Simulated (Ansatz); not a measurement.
# Lattice dynamics of Th3Ga2 (P4/mbm), part 2 of 3

Task: relax Th3Ga2 (P4/mbm), then find its harmonic phonons.

Ansatz 0.2.0; DFT PBEsol, scalar-relativistic, plane waves, PAW.

So far: Set-up; Relaxation.

### 2. Relaxation (continued)

Electrostatic potential energy in the ab plane at fractional z = 0.000, with atoms of Th and Ga within 0.2 Å of it. With pseudopotentials it is smooth inside the atoms' cores, unlike the true potential.

Ten even steps from '_' (-65 eV) to '@' (16 eV), each cell a mean:
```
____==%%@@@@%%######%%@@@@@@@@@@@@@@@@**::__
..--**%%@@@@##******##@@@@@@@@@@@@@@@@%%++::
**##%%@@@@@@##******##%%@@@@@@@@@@@@@@@@%%**
%%@@@@@@@@@@%%##****##@@@@@@@@@@@@@@@@@@@@%%
@@@@@@@@@@@@@@%%####%%@@@@@@@@@@@@@@@@@@@@@@
@@@@@@@@@@@@@@@@@@@@@@@@@@@@@@@@@@@@%%%%%%@@
@@@@@@@@@@@@@@@@@@@@@@@@@@@@@@@@@@%%######%%
@@@@@@@@@@@@@@@@@@%%%%##%%@@@@@@@@##******##
%%@@@@@@@@@@@@@@%%**==--++##@@@@@@##******##
@@@@@@@@@@@@@@@@##--____..++%%@@@@%%##****##
@@@@%%@@@@@@@@%%**..______--##@@@@@@%%##%%@@
@@######%%@@@@%%**::______==%%@@@@@@@@@@@@@@
%%******##%%@@@@%%++::..--**%%@@@@@@@@@@@@@@
##******##%%@@@@@@%%****##%%@@@@@@@@@@@@@@@@
%%##****##%%@@@@@@@@@@%%@@@@@@@@@@@@@@@@@@@@
@@%%####%%@@@@@@@@@@@@@@@@@@@@@@@@@@@@@@@@@@
@@@@@@@@@@@@@@@@@@@@@@@@@@%%%%@@@@@@@@@@@@@@
@@@@@@@@@@@@@@@@@@@@@@%%########@@@@@@@@@@@@
##%%@@@@@@@@@@@@@@@@@@%%******##%%@@@@@@%%%%
--++##@@@@@@@@@@@@@@@@%%******##%%@@@@%%**==
__..++%%@@@@@@@@@@@@@@%%##****##@@@@@@##--__
____--##@@@@@@@@%%@@@@@@%%%%%%%%@@@@%%**..__
```
Columns run along a (8.0 Å; values clipped at the 3rd and 97th percentile), rows up along b (8.0 Å). Atoms in or near the plane, at fractional coordinates: Th at (0.00, 0.00), Th at (0.50, 0.50), Ga at (0.38, 0.88), Ga at (0.12, 0.38), Ga at (0.62, 0.12), Ga at (0.88, 0.62).

In this step the volume went from 27.03 to 27.03 Å³/atom.

### 3. Relaxing to small forces for the phonons

At the same fixed volume the relaxation is repeated with tight tolerances, on the k mesh and occupations of the phonon run that follows.

Input file input.yaml:

```yaml
crystal:
  lattice:
    - [7.9884577956, 0.0, 0.0]
    - [0.0, 7.9884577956, 0.0]
    - [0.0, 0.0, 4.2362149967]
  atoms:
    - { symbol: Th, position: [0.0, 0.0, 0.0] }
    - { symbol: Th, position: [0.5, 0.5, 0.0] }
    - { symbol: Th, position: [0.1760446054, 0.6760446054, 0.5] }
    - { symbol: Th, position: [0.3239553946, 0.1760446054, 0.5] }
    - { symbol: Th, position: [0.8239553946, 0.3239553946, 0.5] }
    - { symbol: Th, position: [0.6760446054, 0.8239553946, 0.5] }
    - { symbol: Ga, position: [0.3817012091, 0.8817012091, 0.0] }
    - { symbol: Ga, position: [0.1182987909, 0.3817012091, 0.0] }
    - { symbol: Ga, position: [0.6182987909, 0.1182987909, 0.0] }
    - { symbol: Ga, position: [0.8817012091, 0.6182987909, 0.0] }
kpoints:
  mp_grid: { grid: [6, 6, 8] }
hamiltonian:
  xc: pbesol
scf:
  occupations: { method: methfessel_paxton, width: 0.2 }
output:
  forces: true
  stress: true
  eigenvalues: true
relax:
  adjacent_minimum: "off"
  f_tol: 0.001
  max_steps: 60
  cell: { stress_tol: 0.01, fix: [volume] }
```

Launch:

```sh
$ ansatz run input.yaml --threads 6 --pin off --max-ram 40960MiB --backend cuda --events-out ev --progress --plain --runs-dir out
```

Numbers of over 12 decimals in the logs are rounded to 6 here.

The program printed:

```text
[...]
GPU FFT provider: cuFFT
GPU libraries: cuBLAS 13.8.2, cuFFT 12.4.0, cuSOLVER 12.3.4
Crystal: 10 atoms, lattice volume = 270.336 Å³
Basis set: ecut = 420 eV, 5279 PW (Γ), exchange–correlation on 108×108×60 points (8 copies of the dense FFT grid, shifted against one another)
Bands: 75, of which v1, the nominal top of the filled ones, is band 62 counted from 1 (61 counted from 0)
[...]
- { symbol: Th, position: [0.176040, 0.676040, 0.500000] }
    - { symbol: Th, position: [0.323960, 0.176040, 0.500000] }
    - { symbol: Th, position: [0.823960, 0.323960, 0.500000] }
    - { symbol: Th, position: [0.676040, 0.823960, 0.500000] }
    - { symbol: Ga, position: [0.381782, 0.881782, 0.0] }
    - { symbol: Ga, position: [0.118218, 0.381782, 0.0] }
    - { symbol: Ga, position: [0.618218, 0.118218, 0.0] }
    - { symbol: Ga, position: [0.881782, 0.618218, 0.0] }
[key lines of the parts left out:]
SCF converged after 5 iterations
Free energy (F): -93313.485649 eV
Fermi energy:    13.503281 eV
P = ⅓ Tr σ = -3.1219 GPa (-31.219 kbar)
```

It took 12 s on 1 × NVIDIA H100 80GB HBM3 with 6 threads of AMD EPYC 7R13 (Zen 3), shared host; peak memory 1.1 GiB.

Little changed from the start: no atom moved by 0.005 Å and no cell edge by 0.1 %.

This step gave:

```
pressure : -3.122 GPa
```

The largest force component left is 0.87 meV/Å. The volume is held at 27.03 Å³/atom, so a pressure of -3.12 GPa remains at this level.

### 4. Zone-centre response

The zone centre comes first: it holds the modes that light can see, as far as symmetry allows. No field response is asked, since the mesh shows no gap.

Input file input.yaml:

```yaml
crystal:
  lattice:
    - [7.9917443991, 0.0, 0.0]
    - [0.0, 7.9917443991, 0.0]
    - [0.0, 0.0, 4.2327314278]
  atoms:
    - { symbol: Th, position: [0.0, 0.0, 0.0] }
    - { symbol: Th, position: [0.5, 0.5, 0.0] }
    - { symbol: Th, position: [0.1760402966, 0.6760402966, 0.5] }
    - { symbol: Th, position: [0.3239597034, 0.1760402966, 0.5] }
    - { symbol: Th, position: [0.8239597034, 0.3239597034, 0.5] }
    - { symbol: Th, position: [0.6760402966, 0.8239597034, 0.5] }
    - { symbol: Ga, position: [0.3817816704, 0.8817816704, 0.0] }
    - { symbol: Ga, position: [0.1182183296, 0.3817816704, 0.0] }
    - { symbol: Ga, position: [0.6182183296, 0.1182183296, 0.0] }
    - { symbol: Ga, position: [0.8817816704, 0.6182183296, 0.0] }
kpoints:
  mp_grid: { grid: [6, 6, 8] }
hamiltonian:
  xc: pbesol
scf:
  occupations: { method: methfessel_paxton, width: 0.2 }
output:
  eigenvalues: true
phonons:
  method: dfpt
```

The program printed:

```text
zone centre: on kpoints.mp_grid the ground state, and the responses unless they are solved on pairs of k-points, stand on 100 of the mesh's 288 k-points, reduced under 2 symmetry operations, with k and −k counted as one. Each operation leaves every solved displacement unchanged or reverses it
[...]
GPU FFT provider: cuFFT
GPU libraries: cuBLAS 13.8.2, cuFFT 12.4.0, cuSOLVER 12.3.4
Crystal: 10 atoms, lattice volume = 270.336 Å³
Basis set: ecut = 420 eV, 5295 PW (Γ), exchange–correlation on 108×108×60 points (8 copies of the dense FFT grid, shifted against one another)
Bands: 75, of which v1, the nominal top of the filled ones, is band 62 counted from 1 (61 counted from 0)
Symmetry: 16 space group operations
k-points: 100 of 288 (irreducible under 2 space group operations, time reversal used)
[...]
GPU buffer pool allocated for 87480 grid points (all kernels)
[...]
SCF iter   1: F=—  HF=-93313.485654 eV  |F-HF|=—  |Δ(HF+E_count)|=         —  Δρ=3.43e-3  dr2=1.74e-2  ethr=1.77e-3  ⟨swp⟩=4.9  Hψ=31430  notcnv=0
[...]
SCF iter  10: F=-93313.485649 eV  HF=-93313.485649 eV  |F-HF|=1.46e-11  |Δ(HF+E_count)|=  1.46e-11  S|Δr|=    0.00e0  Δρ=2.61e-8  dr2=1.33e-12  ethr=1.00e-12  ⟨swp⟩=12.8  Hψ=56727  notcnv=0
SCF 1 converged in 10 iterations: F = -93313.485649 eV  dr2 = 1.33e-12
[...]
NSCF: frozen V_eff on 50 k-points, pencils in batches of 32, up to order 300
[...]
NSCF: frozen V_eff on 50 k-points
[...]
DFPT response loops at q = (0, 0, 0) (fractional): preconditioner auto → Kerker (q_TF=auto, 2.396 Å⁻¹) (partly filled bands, converged f_vac=0.000); β = 1.00, the filter's whole step (`scf.mixing.beta` (0.50) is not read by the response loops under this deck's `scf.mixing.preconditioner`; to damp them name `kerker` or `kerker_dos`, under which they read `scf.mixing.beta`, and type it under 1.00, their step now; both keys bind the ground state too); Anderson in place of MSR1; while a model of the screening serves, it and β = 1 on shorter waves in the place of filter and β
SCF converged after 10 iterations
[...]
Free energy (F): -93313.485649 eV
[...]
Internal energy: -93313.463939 eV  (E = F + TS)
E sigma→0 (E₀):  -93313.480221 eV
Entropy (-TS):   -0.021710 eV (-2.171 meV/atom)
Fermi energy:    13.503281 eV
[...]
--- Band table (eV; the first three rows and the last of 100) ---
  k-point 0: bands = [... 58 lower, 12.7210, 12.9448, 13.0676, 13.0676, 13.5143, 13.9489, 14.1707, 14.2948, ... 9 higher]
  k-point 1: bands = [... 58 lower, 12.6969, 12.9021, 13.0634, 13.0634, 13.1110, 13.8182, 14.2656, 14.3548, ... 9 higher]
  k-point 2: bands = [... 58 lower, 12.9127, 13.0982, 13.0982, 13.3465, 13.4116, 13.5284, 14.0543, 14.0543, ... 9 higher]
  k-point 99: bands = [... 58 lower, 13.2734, 13.2734, 13.2862, 13.2862, 13.4139, 13.4139, 13.5774, 13.5774, ... 9 higher]
--- Phonons (Γ-DFPT): 6 representative perturbations + reference (Σ response iterations 32) ---
  ASR residual: 2.018e-5 → 0.000e0 eV/Å²; symmetrization residual: 6.600e-9 eV/Å²
  ASR residual per site (eV/Å²): 1.34e-5 1.34e-5 2.02e-5 2.02e-5 2.02e-5 2.02e-5 6.66e-6 6.66e-6 6.66e-6 6.66e-6
  Γ frequencies (cm⁻¹): 0.00 0.00 0.00 13.41 46.85 46.85 50.10 54.61 60.53 62.80 64.68 68.87 68.87 75.59 75.59 78.90 79.43 79.43 122.79 125.12 128.66 133.64 133.64 135.04 135.04 135.55 135.55 139.89 171.33 172.71
  non-analytic LO–TO correction: not included (Born effective charges unavailable; polar crystals: no LO–TO splitting at Γ)
```

Run time: 31 s. Hardware: 1 × NVIDIA H100 80GB HBM3 with 6 threads; peak memory 4.5 GiB.

Reading the cycles: dr2 is the Hartree energy of the density residual (eV), the measure of convergence; HF is the Harris–Foulkes estimate of the energy, which meets the free energy F at convergence.

Numbers from this step:

| Property | Result |
| --- | --- |
| sum-rule residual before enforcement | 2.02e-5 eV/Å² |
| point group | 4/mmm |
| highest optical mode at the zone centre (no LO-TO term) | 172.7 cm⁻¹ |
| lowest optical zone-centre mode | 13.41 cm⁻¹ |

Patterns of degenerate modes are one choice out of their space. The modes at Γ (shares of kinetic energy by element, %):

| mode | frequency (cm⁻¹) | symmetry | Th % | Ga % |
| --- | --- | --- | --- | --- |
| 1 | 0.0 | acoustic | 83 | 17 |
| 2 | 0.0 | acoustic | 83 | 17 |
| 3 | 0.0 | acoustic | 83 | 17 |
| 4 | 13.4 | A1u | 100 | 0 |
| 5 | 46.9 | Eu | 89 | 11 |
| 6 | 46.9 | Eu | 89 | 11 |
| 7 | 50.1 | A2u | 90 | 10 |
| 8 | 54.6 | B1g | 95 | 5 |
| 9 | 60.5 | A2g | 88 | 12 |
| 10 | 62.8 | A1g | 86 | 14 |
| 11 | 64.7 | B1u | 97 | 3 |
| 12 | 68.9 | Eu | 96 | 4 |
| 13 | 68.9 | Eu | 96 | 4 |
| 14 | 75.6 | Eg | 95 | 5 |
| 15 | 75.6 | Eg | 95 | 5 |
| 16 | 78.9 | B2g | 100 | 0 |
| 17 | 79.4 | Eu | 98 | 2 |
| 18 | 79.4 | Eu | 98 | 2 |
| 19 | 122.8 | B1u | 3 | 97 |
| 20 | 125.1 | B1g | 5 | 95 |
| 21 | 128.7 | A2g | 12 | 88 |
| 22 | 133.6 | Eg | 5 | 95 |
| 23 | 133.6 | Eg | 5 | 95 |
| 24 | 135.0 | Eu | 17 | 83 |
| 25 | 135.0 | Eu | 17 | 83 |
| 26 | 135.6 | Eu | 17 | 83 |
| 27 | 135.6 | Eu | 17 | 83 |
| 28 | 139.9 | A2u | 27 | 73 |
| 29 | 171.3 | A1g | 14 | 86 |
| 30 | 172.7 | B2g | 0 | 100 |

Displacements in mode 4 (13.4 cm⁻¹), the largest set to 1:
```
Th1  0.00  0.00 -1.00
Th2  0.00  0.00  1.00
Th3  0.00  0.00  0.00
Th4  0.00  0.00  0.00
Th5  0.00  0.00  0.00
Th6  0.00  0.00  0.00
Ga7  0.00  0.00  0.00
Ga8  0.00  0.00  0.00
Ga9  0.00  0.00  0.00
Ga10 0.00  0.00  0.00
```

Displacements in mode 24 (135.0 cm⁻¹), the largest set to 1:
```
Th1 -0.22  0.09  0.00
Th2 -0.14  0.20  0.00
Th3 -0.05  0.01  0.00
Th4 -0.18  0.18  0.00
Th5 -0.05  0.01  0.00
Th6 -0.18  0.18  0.00
Ga7  1.00 -0.94  0.00
Ga8  0.37 -0.17  0.00
Ga9  1.00 -0.94  0.00
Ga10 0.37 -0.17  0.00
```

Before it was imposed, the acoustic sum rule was missed by 2.0e-5 eV/Å². Small misses are needed for a sound result but don't prove that mesh and cutoff are converged. The lowest optical mode is real, 13.4 cm⁻¹.

(Part 2 of 3 ends here.)

[Logs are printed without paths, hosts, clocks, repeated set-up lines and the standing remarks that a program may print on its own settings, such as how far it seeks lower states.]

[Hosts, paths, dates, database ids (printed as entryN), source tags and the programs' standing remarks are cut or masked in the printed files.]
